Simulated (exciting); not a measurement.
# O K-edge absorption of TlIO3, all-electron BSE, part 2 of 2

How far do the exchange and direct terms reshape the O K edge of TlIO3?

exciting sodium; X-ray absorption, core-level Bethe-Salpeter equation, exchange and statically screened direct term, Tamm-Dancoff, all-electron LAPW+lo LDA.

So far. Step 3 (A richer basis for the empty states): Against the first ground state the total energy moves by -12 meV an atom and the gap by 0.00 eV.

**4. Screening, kernels and BSE for O atom 3**

The absorber has 1 I at 1.82 Å (terminal, site symmetry m).

File input.xml:

```
<input>
  <title>TlIO3</title>
  <structure speciespath="." autormt="false" epslat="1.0e-5">
    <crystal>
      <basevect>5.9541350516 3.4376214748 5.0180422174</basevect>
      <basevect>-5.9541350516 3.4376214748 5.0180422174</basevect>
      <basevect>0.0000000000 -6.8752429496 5.0180422174</basevect>
    </crystal>
    <species speciesfile="Tl.xml" rmt="2.032">
      <atom coord="0.0087508500 0.0087508500 0.0087508500"/>
    </species>
    <species speciesfile="I.xml" rmt="1.933">
      <atom coord="0.5018673300 0.5018673300 0.5018673300"/>
    </species>
    <species speciesfile="O.xml" rmt="1.401">
      <atom coord="0.4618970900 0.4618970900 0.9032876500"/>
      <atom coord="0.4618970900 0.9032876500 0.4618970900"/>
      <atom coord="0.9032876500 0.4618970900 0.4618970900"/>
    </species>
  </structure>
  <groundstate do="skip" xctype="LDA_PW" ngridk="3 3 3" rgkmax="7" gmaxvr="14" nempty="8" swidth="0.001" maxscl="100" epsengy="1e-5"/>
  <xs xstype="BSE" ngridk="3 3 3" ngridq="3 3 3" vkloff="0.097 0.273 0.493" rgkmax="7" nempty="36" gqmax="3" lmaxapwwf="5" lmaxemat="2" broad="0.01654" tevout="true">
    <energywindow intv="18.091 19.708" points="439"/>
    <screening screentype="full" nempty="61"/>
    <BSE xas="true" xasspecies="3" xasatom="1" xasedge="K" bsetype="singlet" nstlxas="1 32"/>
    <qpointset>
      <qpoint>0 0 0</qpoint>
    </qpointset>
    <plan>
      <doonly task="xsgeneigvec"/>
      <doonly task="writepmatxs"/>
      <doonly task="scrgeneigvec"/>
      <doonly task="scrwritepmat"/>
      <doonly task="screen"/>
      <doonly task="scrcoulint"/>
      <doonly task="exccoulint"/>
    </plan>
  </xs>
</input>
```

File input.xml for the last start (plan only):

```
  <plan>
    <doonly task="bse"/>
  </plan>
```

On the command line:

```console
OMP_NUM_THREADS=1 mpirun -n 4 exciting
OMP_NUM_THREADS=4 exciting
```

Numbers of over 12 decimals in the logs are rounded to 6 here.

The log of the run:

```text
| EXCITING SODIUM started for task xsgeneigvec ( 301)                          =
One-shot GS runs for BSE calculations
One-shot GS runs for k+qmt/2 grids
Info(xsgeneigvec): Generating eigenvectors for Q-point      1
Info(xsgeneigvec): Generation of eigenvectors finished
| EXCITING SODIUM started for task writepmatxs ( 320)                          =
Info(writepmatxs): Momentum matrix elements finished
| EXCITING SODIUM started for task scrgeneigvec ( 401)                         =
One-shot GS runs for BSE calculations
One-shot GS runs for k+qmt/2 grids
Info(xsgeneigvec): Generating eigenvectors for Q-point      1
Using screening GS parameters.
Info(xsgeneigvec): Generation of eigenvectors finished
| EXCITING SODIUM started for task scrwritepmat ( 420)                         =
Info(writepmatxs): Momentum matrix elements finished
Info(scrwritepmat): Momentum matrix elements for screening finished
| EXCITING SODIUM started for task screen ( 430)                               =
Info(screenlauncher): Calculating screening for unshifted q-grid.
Info(screenlauncher): Number of q points:      10
Info(screenlauncher): lowest (partially)  unoccupied state:     28
Info(screenlauncher): highest (partially) occupied state  :     27
Info(screenlauncher): number of occupied states considered:   27
Info(screenlauncher): number of unoccupied states considered:   62
Info(screenlauncher): Starting loop over q-points
Info(screenlauncher): Screening for unshifted q-grid finished
Info(screenlauncher): Screening finished
| EXCITING SODIUM started for task scrcoulint ( 440)                           =
Info(scrcoulintlauncher): Setting up screened Coulomb interaction matrix W.
Info(scrcoulintlauncher): Using momentum transfer vectors from list :   1 to  1
Info(scrcoulintlauncher): Calculating screened Coulomb interaction matrix W
Info(scrcoulintlauncher): Momentum transfer list index: iqmt=  1
Info(scrcoulintlauncher): Momentum transfer: vqmtl=   0.000   0.000   0.000
Info(scrcoulintlauncher): Calculating RR block of W
Info(scrcoulint): Inspecting occupations...
Info(setranges_modxs): Number of non-reduced k-points:       27
Info(setranges_modxs): Number of states considered:       64
Info(setranges_modxs): Number of (partially) occupied states:        2
Info(setranges_modxs): Highest (partially) occupied states:       27
Info(setranges_modxs): Number of (partially) unoccupied states:       37
Info(setranges_modxs): Lowest (partially) unoccupied states:       28
Info(scrcoulint): Selecting transitions...
Info(select_transitions): Inspecting transitions in the  band interval:
  lowest occupied state:   1
  highest occupied state:   2
  lowest unoccupied state:  28
  highest unoccupied state:  59
  Opening gap with a scissor of:      0.000/H      0.000/eV
Info(select_transitions): Number of participating transitions:    1728
Info(scrcoulint): Size of file SCCLI will be about     0.023071 GB
Info(scrcoulint): Using q-grid
Info(scrcoulint): Number of reduced q-points:     10
Info(scrcoulint): Number of non-reduced q-points:     27
Info(scrcoulint): Calculating W(G1,G2,qr) fourier coefficients
Info(scrcoulint): Calculating W matrix elements
Info(scrcoulintlauncher): Screened coulomb interaction finished for iqmt=   1
| EXCITING SODIUM started for task exccoulint ( 441)                           =
Info(exccoulintlauncher): Setting up exchange interaction matrix V.
Info(exccoulintlauncher): Using momentum transfer vectors from list :   1 to  1
Info(exccoulintlauncher):Calculating exchange interaction matrix V
Info(exccoulintlauncher): Momentum transfer list index: iqmt=  1
Info(exccoulintlauncher): Momentum transfer: vqmtl=   0.000   0.000   0.000
Info(exccoulintlauncher): Calculating RR block of V
Info(exccoulint): Inspecting occupations...
Info(setranges_modxs): Number of non-reduced k-points:       27
Info(setranges_modxs): Number of states considered:       64
Info(setranges_modxs): Number of (partially) occupied states:        2
Info(setranges_modxs): Highest (partially) occupied states:       27
Info(setranges_modxs): Number of (partially) unoccupied states:       37
Info(setranges_modxs): Lowest (partially) unoccupied states:       28
Info(exccoulint): Selecting transitions...
Info(select_transitions): Inspecting transitions in the  band interval:
  lowest occupied state:   1
  highest occupied state:   2
  lowest unoccupied state:  28
  highest unoccupied state:  59
  Opening gap with a scissor of:      0.000/H      0.000/eV
Info(select_transitions): Number of participating transitions:    1728
Info(exccoulint): Size of file EXCLI will be about     0.023071 GB
Info(exccoulint): Generating plane wave matrix elements for momentum transfer iqmt=   1
  Timing (in seconds)	   :     239.251
Info(exccoulint): Generating V matrix elements
Info(exccoulint): Zeroing Coulomb potential at G+qmt index:  1
Info(exccoulintlauncher): Exchange interaction finished for iqmt=   1
| EXCITING SODIUM started for task bse ( 445)                                  =
Info(bselauncher): Init time:    1.563492
Info(bselauncher): Setting up and diagonalizing BSE Hamiltonian.
Info(bselauncher): Using momentum transfer vectors from list :   1 to  1
Info(bselauncher): Distributing qmt-points over   1 processes.
Info(bselauncher): BSE type: singlet
Info(bselauncher): Momentum transfer list index: iqmt=  1
Info(bselauncher): Momentum transfer: vqmtl=   0.000   0.000   0.000
Info(bse): Inspecting occupations...
Info(setranges_modxs): Number of non-reduced k-points:       27
Info(setranges_modxs): Number of states considered:       64
Info(setranges_modxs): Number of (partially) occupied states:        2
Info(setranges_modxs): Highest (partially) occupied states:       27
Info(setranges_modxs): Number of (partially) unoccupied states:       37
Info(setranges_modxs): Lowest (partially) unoccupied states:       28
Info(select_transitions): Inspecting transitions in the  band interval:
  lowest occupied state:   1
  highest occupied state:   2
  lowest unoccupied state:  28
  highest unoccupied state:  59
  Opening gap with a scissor of:      0.000/H      0.000/eV
Info(select_transitions): Number of participating transitions:    1728
Info(bse): Selecting transitions...
Info(bse):bsegap (eV):   503.466006
Info(bse): Assembling BSE matrix
  RR/RA blocks of global BSE-Hamiltonian:
  Size of the Hamiltonian:    1728
  Number of k-points:      27
  Distributing matrix to   1 processes
  Local matrix shape   1728 x  1728
Info(bse): max local RAM needed for BSE matrices ~     0.044495 GB
Info(setup_bse_block): Setting up RR part of hamiltonian
Info(setup_bse_block): Singlet spin state
Info(bse): Diagonalizing RR Hamiltonian (TDA)
Info(bse): Invoking Lapack routine ZHEEVR
      1728 eigen solutions found in the interval:
         i1=       1 i2=    1728
Info(bse): Writing excition energies and oscillator strengths to text file.
Info(makespectrum_dist): Making spectrum using formula for coupling with time reversed AR basis.
Info(makespectrum_dist): Using formalism for vanishing momentum transfer.
Info(writederived): Writing quantities derived from the macroscopic dielectric function.
Info(bselauncher): Spectrum finished for iqmt=  1
Info(bselauncher): All done for BSE type singlet
```

The job ended after 11 min (4 MPI ranks of Arm Neoverse V1, shared host).

Wall time by task: xsgeneigvec 36 s, writepmatxs 6.8 s, scrgeneigvec 32 s, scrwritepmat 6.8 s, screen 2.8 min, scrcoulint 2.2 min, exccoulint 4.1 min, bse 4.9 s.

The O K spectrum of O atom 3 (energy from the Kohn–Sham onset, core level to the lowest empty state found on the meshes used, 503.47 eV; the shifted mesh sets it, since it comes nearer the band minimum than the ground-state mesh; Im ε scaled to the maximum of the singlet run; cut below the end of the band set):

| E (eV) | isotropic | ε ⊥ c | ε ∥ c |
| --- | --- | --- | --- |
| -5.5 | 0.02 | 0.02 | 0.02 |
| -5.0 | 0.03 | 0.03 | 0.03 |
| -4.5 | 0.04 | 0.04 | 0.04 |
| -4.0 | 0.05 | 0.05 | 0.05 |
| -3.5 | 0.07 | 0.07 | 0.07 |
| -3.0 | 0.10 | 0.10 | 0.11 |
| -2.5 | 0.18 | 0.17 | 0.19 |
| -2.0 | 0.38 | 0.35 | 0.43 |
| -1.5 | 0.91 | 0.83 | 1.06 |
| -1.0 | 0.92 | 1.00 | 0.78 |
| -0.5 | 0.98 | 1.12 | 0.69 |
| 0.0 | 0.93 | 0.95 | 0.91 |
| 0.5 | 0.88 | 0.91 | 0.82 |
| 1.0 | 0.81 | 0.91 | 0.61 |
| 1.5 | 0.63 | 0.72 | 0.46 |
| 2.0 | 0.56 | 0.61 | 0.46 |
| 2.5 | 0.40 | 0.40 | 0.39 |
| 3.0 | 0.23 | 0.24 | 0.23 |
| 3.5 | 0.14 | 0.14 | 0.13 |
| 4.0 | 0.09 | 0.09 | 0.09 |
| 4.5 | 0.07 | 0.07 | 0.07 |
| 5.0 | 0.07 | 0.07 | 0.07 |
| 5.5 | 0.08 | 0.08 | 0.10 |
| 6.0 | 0.13 | 0.11 | 0.18 |
| 6.5 | 0.27 | 0.21 | 0.39 |
| 7.0 | 0.39 | 0.35 | 0.46 |
| 7.5 | 0.38 | 0.38 | 0.38 |
| 8.0 | 0.37 | 0.38 | 0.36 |
| 8.5 | 0.30 | 0.32 | 0.27 |
| 9.0 | 0.24 | 0.25 | 0.22 |
| 9.5 | 0.21 | 0.21 | 0.20 |
| 10.0 | 0.22 | 0.23 | 0.22 |
| 10.5 | 0.23 | 0.25 | 0.20 |
| 11.0 | 0.22 | 0.23 | 0.20 |
| 11.5 | 0.23 | 0.24 | 0.21 |
| 12.0 | 0.27 | 0.29 | 0.23 |
| 12.5 | 0.26 | 0.27 | 0.25 |
| 13.0 | 0.24 | 0.23 | 0.27 |
| 13.5 | 0.28 | 0.24 | 0.35 |
| 14.0 | 0.29 | 0.25 | 0.35 |
| 14.5 | 0.22 | 0.20 | 0.26 |
| 15.0 | 0.17 | 0.16 | 0.19 |
| 15.5 | 0.16 | 0.16 | 0.16 |
| 16.0 | 0.17 | 0.17 | 0.18 |
| 16.5 | 0.19 | 0.17 | 0.22 |
| 17.0 | 0.18 | 0.16 | 0.22 |
| 17.5 | 0.17 | 0.15 | 0.21 |
| 18.0 | 0.16 | 0.14 | 0.22 |

Maxima (height): -1.4 eV (1.00), -0.4 eV (1.00), 7.2 eV (0.39), 10.6 eV (0.23), 12.3 eV (0.28), 13.8 eV (0.29) and 16.7 eV (0.19).

The Hamiltonian has 1728 rows. The lowest groups of eigenvalues and the brightest ones, on the scale above. Core spinors bring spin-forbidden partners, so dark means forbidden by spin or by symmetry, and the shifted mesh splits states that symmetry would keep together:

| energy (eV) | states within 10 meV | relative strength |
| --- | --- | --- |
| -1.457 | 1 | dark |
| -1.395 | 1 | 1.00 |
| -0.806 | 1 | dark |
| -0.782 | 1 | 0.42 |
| -0.477 | 2 | 0.11 |
| -0.363 | 1 | dark |
| -0.348 | 1 | 0.27 |
| -0.247 | 2 | 0.13 |
| -0.204 | 2 | 0.16 |
| 0.209 | 2 | 0.12 |

**5. Independent particles**

Changes to input.xml since step 4:

```diff
@@ -24,3 +24,3 @@
     <screening screentype="full" nempty="61"/>
-    <BSE xas="true" xasspecies="3" xasatom="1" xasedge="K" bsetype="singlet" nstlxas="1 32"/>
+    <BSE xas="true" xasspecies="3" xasatom="1" xasedge="K" bsetype="IP" nstlxas="1 32"/>
     <qpointset>
@@ -29,9 +29,3 @@
     <plan>
-      <doonly task="xsgeneigvec"/>
-      <doonly task="writepmatxs"/>
-      <doonly task="scrgeneigvec"/>
-      <doonly task="scrwritepmat"/>
-      <doonly task="screen"/>
-      <doonly task="scrcoulint"/>
-      <doonly task="exccoulint"/>
+      <doonly task="bse"/>
     </plan>
```

On the command line:

```console
OMP_NUM_THREADS=4 exciting
```

The log of the run:

```text
| EXCITING SODIUM started for task bse ( 445)                                  =
Info(bselauncher): Init time:    1.556173
Info(bselauncher): Setting up and diagonalizing BSE Hamiltonian.
Info(bselauncher): Using momentum transfer vectors from list :   1 to  1
Info(bselauncher): Distributing qmt-points over   1 processes.
Info(bselauncher): BSE type: IP
Info(bselauncher): Momentum transfer list index: iqmt=  1
Info(bselauncher): Momentum transfer: vqmtl=   0.000   0.000   0.000
Info(bse): Inspecting occupations...
Info(setranges_modxs): Number of non-reduced k-points:       27
[...]
highest unoccupied state:  59
  Opening gap with a scissor of:      0.000/H      0.000/eV
Info(select_transitions): Number of participating transitions:    1728
Info(bse): Selecting transitions...
Info(bse):bsegap (eV):   503.466006
Info(bse): IP requested, nothing much to do
Info(bse): Writing excition energies and oscillator strengths to text file.
Info(makespectrum_dist): Making spectrum using formula for coupling with time reversed AR basis.
Info(makespectrum_dist): Using formalism for vanishing momentum transfer.
Info(writederived): Writing quantities derived from the macroscopic dielectric function.
Info(bselauncher): Spectrum finished for iqmt=  1
Info(bselauncher): All done for BSE type IP
```

The job ended after 3 s (4 threads).

Maxima (height): 3.3 eV (1.25), 9.2 eV (0.40), 13.1 eV (0.32), 14.9 eV (0.40) and 17.5 eV (0.27). Against the singlet run the r.m.s. difference is 92 %. Moving the earlier curve by +2.7 eV leaves 37 %. The highest maximum lies at 3.3 eV (1.25), against -1.4 eV (1.00).

**6. Exchange alone**

Changes to input.xml since step 5:

```diff
@@ -24,3 +24,3 @@
     <screening screentype="full" nempty="61"/>
-    <BSE xas="true" xasspecies="3" xasatom="1" xasedge="K" bsetype="IP" nstlxas="1 32"/>
+    <BSE xas="true" xasspecies="3" xasatom="1" xasedge="K" bsetype="RPA" nstlxas="1 32"/>
     <qpointset>
```

On the command line:

```console
OMP_NUM_THREADS=4 exciting
```

The log of the run:

```text
| EXCITING SODIUM started for task bse ( 445)                                  =
Info(bselauncher): Init time:    1.557026
Info(bselauncher): Setting up and diagonalizing BSE Hamiltonian.
Info(bselauncher): Using momentum transfer vectors from list :   1 to  1
Info(bselauncher): Distributing qmt-points over   1 processes.
Info(bselauncher): BSE type: RPA
Info(bselauncher): Momentum transfer list index: iqmt=  1
Info(bselauncher): Momentum transfer: vqmtl=   0.000   0.000   0.000
Info(bse): Inspecting occupations...
Info(setranges_modxs): Number of non-reduced k-points:       27
[...]
Info(setup_bse_block): Setting up RR part of hamiltonian
Info(setup_bse_block): Using RPA approximation
Info(bse): Diagonalizing RR Hamiltonian (TDA)
Info(bse): Invoking Lapack routine ZHEEVR
      1728 eigen solutions found in the interval:
         i1=       1 i2=    1728
Info(bse): Writing excition energies and oscillator strengths to text file.
Info(makespectrum_dist): Making spectrum using formula for coupling with time reversed AR basis.
Info(makespectrum_dist): Using formalism for vanishing momentum transfer.
Info(writederived): Writing quantities derived from the macroscopic dielectric function.
Info(bselauncher): Spectrum finished for iqmt=  1
Info(bselauncher): All done for BSE type RPA
```

The job ended after 6 s (4 threads).

Maxima (height): 3.4 eV (1.26), 9.2 eV (0.40), 13.1 eV (0.33), 14.9 eV (0.40) and 17.5 eV (0.28). The spectrum differs from the independent-particle run by 5 % r.m.s.

**7. The levels of theory side by side**

| level | curve passes 0.15 (eV) | highest maximum (eV) | its height |
| --- | --- | --- | --- |
| IP | -0.1 | 3.3 | 1.25 |
| RPA | 0.0 | 3.4 | 1.26 |
| singlet | -2.6 | -1.4 | 1.00 |

| E (eV) | IP | RPA | singlet |
| --- | --- | --- | --- |
| -5.0 | 0.01 | 0.01 | 0.03 |
| -4.0 | 0.01 | 0.01 | 0.05 |
| -3.0 | 0.02 | 0.02 | 0.10 |
| -2.0 | 0.03 | 0.03 | 0.38 |
| -1.0 | 0.06 | 0.05 | 0.92 |
| 0.0 | 0.17 | 0.16 | 0.93 |
| 1.0 | 0.46 | 0.43 | 0.81 |
| 2.0 | 0.60 | 0.57 | 0.56 |
| 3.0 | 1.11 | 1.04 | 0.23 |
| 4.0 | 0.78 | 0.86 | 0.09 |
| 5.0 | 0.17 | 0.18 | 0.07 |
| 6.0 | 0.09 | 0.09 | 0.13 |
| 7.0 | 0.11 | 0.11 | 0.39 |
| 8.0 | 0.26 | 0.25 | 0.37 |
| 9.0 | 0.39 | 0.39 | 0.24 |
| 10.0 | 0.29 | 0.30 | 0.22 |
| 11.0 | 0.27 | 0.27 | 0.22 |
| 12.0 | 0.26 | 0.26 | 0.27 |
| 13.0 | 0.32 | 0.32 | 0.24 |
| 14.0 | 0.30 | 0.30 | 0.29 |
| 15.0 | 0.39 | 0.39 | 0.17 |
| 16.0 | 0.26 | 0.26 | 0.17 |
| 17.0 | 0.25 | 0.26 | 0.18 |
| 18.0 | 0.25 | 0.26 | 0.16 |

**8. What came out**

```
absorber and edge   : O K, atom 3
surroundings        : 1 I at 1.82 Å (terminal, site symmetry m)
first bright state  : -1.40 eV from the Kohn–Sham onset, on this mesh
highest maximum     : -1.4 eV
cost of the BSE run : 11 min on 4 MPI ranks of Arm Neoverse V1, shared host; the last task ran on as many threads
```

**Reading.** Is a core exciton bound? Yes on this mesh: the first bright state (over 5 % of the brightest) lies at -1.40 eV from the Kohn–Sham onset; weaker or dark states reach down to -1.46 eV. Exchange alone changes the independent-particle spectrum by 5 % r.m.s. With 27 k points the binding energies are rough, and fine structure above the first lines is partly noise of the mesh. Exchange and the short-range direct term aren't converged in the kernel cutoff. The zero comes from the shifted mesh, which comes near the band minimum without meeting it. The Kohn–Sham onset, 503 eV, is no photon energy: the scale needs a rigid shift. Bands and screening come from semilocal DFT, whose small gap overscreens. Vibrations and energy-dependent lifetimes are left out. The structure is a Materials Project entry, computed there, and may be a hypothetical form.

[Banner, clock and machine lines of the logs are left out without a mark of their own.]

[Logs are printed without paths, hosts, clocks, repeated set-up lines and the standing remarks that a program may print on its own settings, such as how far it seeks lower states.]

[Hosts, paths, dates, database ids (printed as entryN), source tags and the programs' standing remarks are cut or masked in the printed files.]
